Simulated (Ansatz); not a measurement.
# Resistivity from frozen vibrations: Pb(111) with 4 thermally displaced layers, 2x2

Wanted: the phonon-limited resistivity of Pb at 300 K by the Landauer route. The measured value for the pure metal at this temperature is 21.3 µΩ cm (CRC Handbook of Chemistry and Physics, 84th ed., 2003, Electrical Resistivity of Pure Metals).

Main program and level: Ansatz 0.2.0; Ansatz plane-wave DFT, PBE, PAW files; ballistic transport by layer matching (Landauer), zero bias; PAW set soft_1.

**1. The structure**

The cell holds 40 atoms: 40 Pb. Cell: a = 7.001 Å, b = 7.001 Å, c = 28.655 Å, α = 93.5°, β = 86.5°, γ = 120.0°. It derives from Pb. Regions: lead, 24 atoms (24 Pb); scattering region, 16 atoms (16 Pb). The structure is stacked along c, and the current runs across the ab planes.

**2. With 4 displaced layers**

Each atom of 4 layers is moved at random, by amounts drawn from a normal law 0.1385 Å wide in each direction from the Debye model (105 K) at 300 K. The layers about the cell's end stay perfect and serve as the lead. Disorder leaves little or no symmetry, which makes such runs dear. Energies from -0.05 to 0.05 eV in steps of 0.05 eV are too few for the program's thermal sum, so it prints no conductance; for a metal the transmission near the Fermi level serves, at a fraction of the cost.

input.yaml reads:

```yaml
crystal:
  lattice:
    - [7.0014885046, 0.0, 0.0]
    - [-3.5007442523, 6.0634669093, 0.0]
    - [1.7503721261, -1.0105778182, 28.583457127]
  atoms:
    - { symbol: Pb, position: [0.9916666667, 0.0083333333, 0.05] }
    - { symbol: Pb, position: [0.9916666667, 0.5083333333, 0.05] }
    - { symbol: Pb, position: [0.4916666667, 0.0083333333, 0.05] }
    - { symbol: Pb, position: [0.4916666667, 0.5083333333, 0.05] }
    - { symbol: Pb, position: [0.1416666667, 0.3583333333, 0.15] }
    - { symbol: Pb, position: [0.1416666667, 0.8583333333, 0.15] }
    - { symbol: Pb, position: [0.6416666667, 0.3583333333, 0.15] }
    - { symbol: Pb, position: [0.6416666667, 0.8583333333, 0.15] }
    - { symbol: Pb, position: [0.2916666667, 0.2083333333, 0.25] }
    - { symbol: Pb, position: [0.2916666667, 0.7083333333, 0.25] }
    - { symbol: Pb, position: [0.7916666667, 0.2083333333, 0.25] }
    - { symbol: Pb, position: [0.7916666667, 0.7083333333, 0.25] }
    - { symbol: Pb, position: [0.9528788649, 0.0828241687, 0.3535927849] }
    - { symbol: Pb, position: [0.9754438229, 0.59432985, 0.3441594138] }
    - { symbol: Pb, position: [0.4142726625, 0.0280847475, 0.3494779698] }
    - { symbol: Pb, position: [0.4607696569, 0.5582324826, 0.3524023978] }
    - { symbol: Pb, position: [0.0562862442, 0.4109597016, 0.445606118] }
    - { symbol: Pb, position: [0.1361416161, 0.9293539315, 0.4545993281] }
    - { symbol: Pb, position: [0.596989507, 0.4228612244, 0.4531872906] }
    - { symbol: Pb, position: [0.5792680402, 0.8968815739, 0.4494439585] }
    - { symbol: Pb, position: [0.223133742, 0.2445308741, 0.5486271269] }
    - { symbol: Pb, position: [0.2372992205, 0.7745461225, 0.5422674158] }
    - { symbol: Pb, position: [0.7512528761, 0.2436056957, 0.5473550762] }
    - { symbol: Pb, position: [0.7135018387, 0.7548391269, 0.5488001505] }
    - { symbol: Pb, position: [0.8892824419, 0.0962185887, 0.650454222] }
    - { symbol: Pb, position: [0.9327910211, 0.6172109258, 0.647220635] }
    - { symbol: Pb, position: [0.4085673954, 0.1058712717, 0.6528771528] }
    - { symbol: Pb, position: [0.4008788677, 0.5978434776, 0.6406483063] }
    - { symbol: Pb, position: [0.0416666667, 0.4583333333, 0.75] }
    - { symbol: Pb, position: [0.0416666667, 0.9583333333, 0.75] }
    - { symbol: Pb, position: [0.5416666667, 0.4583333333, 0.75] }
    - { symbol: Pb, position: [0.5416666667, 0.9583333333, 0.75] }
    - { symbol: Pb, position: [0.1916666667, 0.3083333333, 0.85] }
    - { symbol: Pb, position: [0.1916666667, 0.8083333333, 0.85] }
    - { symbol: Pb, position: [0.6916666667, 0.3083333333, 0.85] }
    - { symbol: Pb, position: [0.6916666667, 0.8083333333, 0.85] }
    - { symbol: Pb, position: [0.8416666667, 0.1583333333, 0.95] }
    - { symbol: Pb, position: [0.8416666667, 0.6583333333, 0.95] }
    - { symbol: Pb, position: [0.3416666667, 0.1583333333, 0.95] }
    - { symbol: Pb, position: [0.3416666667, 0.6583333333, 0.95] }
kpoints:
  mp_grid: { grid: [4, 4, 1] }
hamiltonian:
  xc: pbe
  pseudopotentials: { kind: paw, azcp: { folder: soft_1 } }
scf:
  occupations: { method: fermi_dirac, width: 0.1 }
output:
  transmission: { leads: [[0, 4]], kmesh: [8, 8], e_range: [-0.05, 0.05], de: 0.05 }
  write_potential: true
  write_density: true
  volumetric_format: npy
  elf: true
```

Command:

```
ansatz run input.yaml --threads 4 --pin off --max-ram 15360MiB --backend cpu --events-out ev --progress --plain --runs-dir out
```

Numbers of over 12 decimals in the logs are rounded to 6 here.

The log of the run:

```text
Engine: ansatz 0.2.0, aarch64-unknown-linux-gnu
Pseudopotentials: kind: paw
Pseudopotential: Pb, paw, valence charge 14, recommended cutoff 420 eV (normal), soft_1/Pb.paw.azcp
Functional definition: PBE
  parameter kappa = 0.804
  parameter beta = 0.066725
  exchange = pbe_x(kappa = kappa, mu = beta*pi^2/3)
  correlation = pbe_c(beta = beta)
Crystal: 40 atoms, lattice volume = 1213.462 Å³
Basis set: ecut = 420 eV, 23733 PW (Γ)
Bands: 336, of which v1, the nominal top of the filled ones, is band 280 counted from 1 (279 counted from 0)
Symmetry: 1 space group operations
Space group: P1 (ITA 1), of the structure as read, at distance tolerance 1.1e-4 Å
k-points: 10 of 16 (time reversal used)
Non-local potential: Pb, projectors of the file, l = 0: 2, l = 1: 2, l = 2: 2, l = 3: 1
PAW form: soft (Blöchl's): semilocal exchange-correlation on the pseudo side does not see the compensation charge
PAW one-centre angular grid: Pb, 590 points (default); XC on 64 Gauss nodes
Initial density: superposition of atomic densities (chi_scale 0.1, normalization cell)
Initial wavefunctions: pseudopotential atomic-orbital guess
Functional: x = pbe(κ = 0.804, μ = 0.219515), c = pbe(β = 0.066725)
SCF iter   1: F=—  HF=-476352.943554 eV  |F-HF|=—  |Δ(HF+E_count)|=         —  Δρ=7.96e-3  dr2=1.35e0  ethr=3.10e-3  ⟨swp⟩=7.0  Hψ=13272  notcnv=0  defer=43
preconditioner: auto → Kerker (q_TF=auto, 2.398 Å⁻¹)  [metal: Δε(μ)=0.002 eV  Ē_g=15.687 eV  σ=0.100 eV  W_gap=0.01  n_scr=292 (ndim 8)  ℏωp=25.2 eV  f_vac=0.000  D(μ)=19.83/eV (n_scr^D=90)]
SCF iter   2: F=—  HF=-476352.669601 eV  |F-HF|=—  |Δ(HF+E_count)|=   2.74e-1  Δρ=4.97e-3  dr2=5.43e-1  ethr=2.42e-4  ⟨swp⟩=2.1  Hψ=5829  notcnv=0  defer=77
SCF iter   3: F=—  HF=-476352.540796 eV  |F-HF|=—  |Δ(HF+E_count)|=   1.29e-1  Δρ=1.23e-3  dr2=2.69e-2  ethr=9.70e-5  ⟨swp⟩=3.0  Hψ=6040  notcnv=0  defer=77
SCF iter   4: F=—  HF=-476352.541520 eV  |F-HF|=—  |Δ(HF+E_count)|=   7.24e-4  Δρ=1.96e-4  dr2=5.80e-4  ethr=4.81e-6  ⟨swp⟩=2.0  Hψ=6047  notcnv=0  defer=77
SCF iter   5: F=—  HF=-476352.541662 eV  |F-HF|=—  |Δ(HF+E_count)|=   1.43e-4  Δρ=5.02e-5  dr2=3.45e-5  ethr=1.04e-7  ⟨swp⟩=2.0  Hψ=4037  notcnv=0  defer=77
SCF iter   6: F=—  HF=-476352.542713 eV  |F-HF|=—  |Δ(HF+E_count)|=   1.05e-3  Δρ=9.66e-6  dr2=3.73e-6  ethr=6.16e-9  ⟨swp⟩=2.0  Hψ=4192  notcnv=0  defer=103
SCF iter   7: F=—  HF=-476352.542713 eV  |F-HF|=—  |Δ(HF+E_count)|=   1.14e-7  Δρ=4.32e-6  dr2=6.03e-7  ethr=6.65e-10  ⟨swp⟩=2.0  Hψ=5029  notcnv=0  defer=111
SCF iter   8: F=-476352.542713 eV  HF=-476352.542713 eV  |F-HF|=4.11e-8  |Δ(HF+E_count)|=   4.54e-8  Δρ=1.45e-6  dr2=6.91e-8  ethr=1.79e-11  ⟨swp⟩=11.8  Hψ=16027  notcnv=0
SCF 1 converged in 8 iterations: F = -476352.542713 eV  dr2 = 6.91e-8
  greatest PAW one-centre occupation: 0.978 electrons in one spin orbital (limit 2), on the Pb atom at site 25 (counted from 0), in its partial waves of l = 2
transmission: 129 of 1224 steps passed
transmission: 246 of 1224 steps passed
[...]
transmission: 1224 of 1224 steps passed
SCF converged after 8 iterations
Free energy (F): -476352.542713 eV
Harris-Foulkes:  -476352.542713 eV  (|F-HF|=4.11e-8)
Internal energy: -476351.891102 eV  (E = F + TS)
E sigma→0 (E₀):  -476352.216907 eV
Entropy (-TS):   -0.651611 eV (-16.290 meV/atom)
Fermi energy:    11.140827 eV
--- Per-component energies (eV) ---
  E_band       = -1363.396199
  E_kinetic    = 11741.452330
  E_local      = -39336.472522  (includes V_loc(G=0)·N_el)
  E_nonlocal   = 12205.873437
  E_hartree    = 15169.095295
  E_xc         = -8240.300463
  E_vxc        = -5530.425515  (∫ρ·V_xc dr)
  E_paw        = -415723.971999  (= ΣΔE_a)
  E_vpaw       = -10782.013086  (= ΣTr[D̂ρ^β])
  E_aug_tail   = -0.000275  (compensation charges beyond the density's cutoff)
  E_ewald      = -52167.566905
  E_smearing   = -0.651611  (= −TS)
  E_closure    = -0.000000  (closes the sum)
  Σ components = -476352.542713   (vs F -476352.542713, Δ=0.00e0)
--- Band table (eV; the first three rows and the last of 10) ---
  k-point 0: bands = [... 276 lower, 11.5361, 11.6181, 11.6442, 11.7805, 11.8182, 12.0704, 12.1457, 12.2116, ... 52 higher]
  k-point 1: bands = [... 276 lower, 10.7967, 10.8259, 10.9752, 11.0754, 11.5136, 11.6531, 11.7193, 11.8615, ... 52 higher]
  k-point 2: bands = [... 276 lower, 10.9718, 11.0202, 11.0828, 11.1378, 11.1902, 11.2893, 11.4048, 11.4752, ... 52 higher]
  k-point 9: bands = [... 276 lower, 10.9859, 11.0900, 11.1222, 11.2481, 11.2741, 11.3510, 11.3594, 11.3906, ... 52 higher]
--- Transmission ---
  basis      : 367 plane waves across, 36 finite elements along
  points     : 34, standing for a mesh of 8 x 8
  energies   : 3 from -0.050000 to 0.050000 eV about the Fermi level, 0.050000 eV apart; the leads are filled to 0.000000 eV, and channels, transmission and decay are at 0.000000 eV
  crystal 0  : Pb4, at the sites [0, 4], period 2.8583 Å, over 17.15 Å; its Hamiltonian steps by up to 9.2 meV
    offset         : up to 0.0000 Å between an atom of the period and one for which it stands
    channels       : 4.921875e0 a spin
    conductance    : none, the energies end too early or step too widely for 300 K: set another output.transmission.e_range or a lower de, or, where they end at an eighth of basis.ecutwfc, a higher one
  junction   : crystal 0 to crystal 0, 0.00 to 25.73 Å
    transmission   : 4.242647e0 a spin
    conductance    : none, the energies end too early or step too widely for 300 K: set another output.transmission.e_range or a lower de, or, where they end at an eighth of basis.ecutwfc, a higher one
```

Wall time 21 min (4 threads of Arm Neoverse V1, shared host); peak memory 7.7 GiB.

In the SCF lines HF is the Harris–Foulkes energy and dr2 the Hartree energy of the density residual, in eV; the loop may stop once dr2 is under the threshold and the program's other checks hold. Hψ counts applications of the Hamiltonian.

Numbers from this step:

```
free energy                                    : -476352.5427 eV
energy at zero smearing                        : -476352.2169 eV
Fermi energy                                   : 11.14 eV
cell area                                      : 42.45 Å²
transmission per spin nearest the Fermi level  : 4.243
open channels per spin nearest the Fermi level : 4.922
step of the lead's potential                   : 9.2 meV
```

Per spin. Table of transmission, zone mean by energy, zero at the Fermi level:

| energy (eV) | transmission, zone mean |
| --- | --- |
| -0.0500 | 4.24 |
| 0.0000 | 4.24 |
| 0.0500 | 4.50 |

Per spin. The open channels, zone mean, lead by energy, zero at the Fermi level:

```
energy (eV)  open channels, zone mean, lead
    -0.0500                            4.89
     0.0000                            4.92
     0.0500                            5.17
```

Transmission over k1 and k2. At 0.0000 eV from the Fermi level.

Ten even steps from '0' (1.00) to '9' (5.72):
```
97476887
96545698
97443478
46640466
98743447
98965456
97886747
59995999
```
Columns: k1 (b1) from -0.5 to 0.375; rows upwards: k2 (b2) from -0.5 to 0.375.

Open channels over k1 and k2. At 0.0000 eV from the Fermi level.

Values, 8 rows by 8 columns:
```
6.00 5.00 4.00 6.00 5.00 6.00 6.00 6.00
6.00 5.00 4.00 3.00 4.00 5.00 6.00 6.00
6.00 6.00 3.00 4.00 4.00 3.00 5.00 6.00
4.00 5.00 4.00 4.00 1.00 4.00 4.00 5.00
6.00 6.00 5.00 3.00 4.00 4.00 3.00 6.00
6.00 6.00 6.00 5.00 4.00 3.00 4.00 5.00
6.00 6.00 6.00 6.00 5.00 6.00 4.00 5.00
4.00 6.00 6.00 6.00 4.00 6.00 6.00 6.00
```
Columns: k1 (b1) from -0.5 to 0.375; rows upwards: k2 (b2) from -0.5 to 0.375.

Valence density in the ca plane at fractional y = 0.929, with atoms of Pb within 0.2 Å of it. It is the smooth field of the valence electrons, not physical close to the nuclei.

Ten steps, logarithmic in the rise over the least value, from '0' (0.0 e/Å³) to '9' (6.8 e/Å³), each cell a mean:
```
11221101234432101233211111111000122111247887
11222111245542100111100122221111233211124665
11222111245542100000000123432112344321112333
11121101234432111121100134443112344421001111
11111000122221113443211123432112344321011111
11110000011111125676421122322111223211123332
11110000000101136898642112211000111111135665
11110000011111147999742111110000011111247887
11111000122211136898642111110000011111258998
11221111344432124676531111110000111111257998
11222112467653112343321223321001122211235776
11222112578763111222211234432111233321123444
11221112467753211232212345542111344321111222
11111112356642123455422245542111234321001111
11111001233332124788642234432101223221112222
11110000112211135899853222221000112111124554
11110000011111135899863111110000011111246776
11111000011111124788752111100000001111258998
11111000122221113466532111100000011111258998
```
Columns run along c (16.0 Å, from fractional 0.22 to 0.78 of the cell), rows up along a (7.0 Å). Atoms in or near the plane, at fractional coordinates: Pb at (0.45, 0.14), Pb at (0.45, 0.58), Pb at (0.75, 0.04), Pb at (0.75, 0.54).

ELF in the ca plane at fractional y = 0.929, with atoms of Pb within 0.2 Å of it. It is the smooth field of the valence electrons, not physical close to the nuclei.

Values, 10 rows by 16 columns, each cell a mean:
```
0.26 0.29 0.21 0.37 0.37 0.20 0.29 0.28 0.20 0.28 0.21 0.23 0.31 0.23 0.36 0.33
0.25 0.28 0.21 0.38 0.38 0.21 0.21 0.17 0.25 0.37 0.29 0.29 0.39 0.27 0.24 0.31
0.21 0.20 0.15 0.28 0.29 0.27 0.40 0.33 0.25 0.34 0.28 0.26 0.36 0.26 0.23 0.27
0.21 0.19 0.12 0.17 0.20 0.33 0.20 0.33 0.25 0.26 0.19 0.17 0.25 0.22 0.37 0.37
0.21 0.21 0.18 0.30 0.27 0.30 0.25 0.34 0.24 0.22 0.14 0.14 0.21 0.23 0.33 0.12
0.27 0.29 0.26 0.39 0.38 0.25 0.35 0.31 0.25 0.32 0.21 0.21 0.30 0.24 0.36 0.33
0.25 0.27 0.26 0.37 0.38 0.25 0.29 0.27 0.30 0.40 0.28 0.27 0.37 0.27 0.24 0.30
0.21 0.20 0.19 0.34 0.33 0.28 0.35 0.34 0.30 0.36 0.27 0.24 0.33 0.25 0.23 0.26
0.21 0.18 0.13 0.22 0.24 0.31 0.18 0.25 0.28 0.26 0.18 0.15 0.23 0.22 0.36 0.37
0.21 0.21 0.15 0.26 0.25 0.27 0.37 0.37 0.24 0.19 0.13 0.14 0.20 0.23 0.33 0.12
```
Columns run along c (16.0 Å, from fractional 0.22 to 0.78 of the cell), rows up along a (7.0 Å). Atoms in or near the plane, at fractional coordinates: Pb at (0.45, 0.14), Pb at (0.45, 0.58), Pb at (0.75, 0.04), Pb at (0.75, 0.54).

Electrostatic potential energy in the ca plane at fractional y = 0.929, with atoms of Pb within 0.2 Å of it. With pseudopotentials it is smooth inside the atoms' cores, unlike the true potential.

Values in eV, 10 rows by 16 columns, each cell a mean:
```
 11  10  12   2   2  13  11  11  12  10  12  12   9  12  -4 -23
 12  11  12   1   1  12  12  13  11   2   9   9  -1  10  11   8
 13  12  14  11  10  10  -5   5  11   4  10  10   4  11  12  10
 13  13  14  13  13   4 -28 -15  12  11  13  13  11  12  -3 -16
 12  12  13   9  10   6 -26 -15  12  12  14  14  13  12 -16 -28
 11  10  10 -14  -7  11   2   6  11   7  12  12   9  12  -4 -23
 11  11  10 -21 -14  11   9  10   7  -6  10  10   2  10  11   8
 13  12  13   2   4   9 -17 -10   8   0  10  12   7  11  12  10
 13  13  14  12  12   7 -26 -23  10  11  13  13  12  12  -3 -16
 12  12  13  11  11  11 -15 -12  12  13  14  14  13  12 -16 -28
```
Columns run along c (16.0 Å, from fractional 0.22 to 0.78 of the cell; values clipped at the 3rd and 97th percentile), rows up along a (7.0 Å). Atoms in or near the plane, at fractional coordinates: Pb at (0.45, 0.14), Pb at (0.45, 0.58), Pb at (0.75, 0.04), Pb at (0.75, 0.54).

Over the solved energies the transmission per spin lies between 4.24 and 4.50, out of 4.99 channels of the lead on average (up to 5.17).

(Continued in part 2 of 2.)

[Logs are printed without paths, hosts, clocks, repeated set-up lines and the standing remarks that a program may print on its own settings, such as how far it seeks lower states.]

[Hosts, paths, dates, database ids (printed as entryN), source tags and the programs' standing remarks are cut or masked in the printed files.]
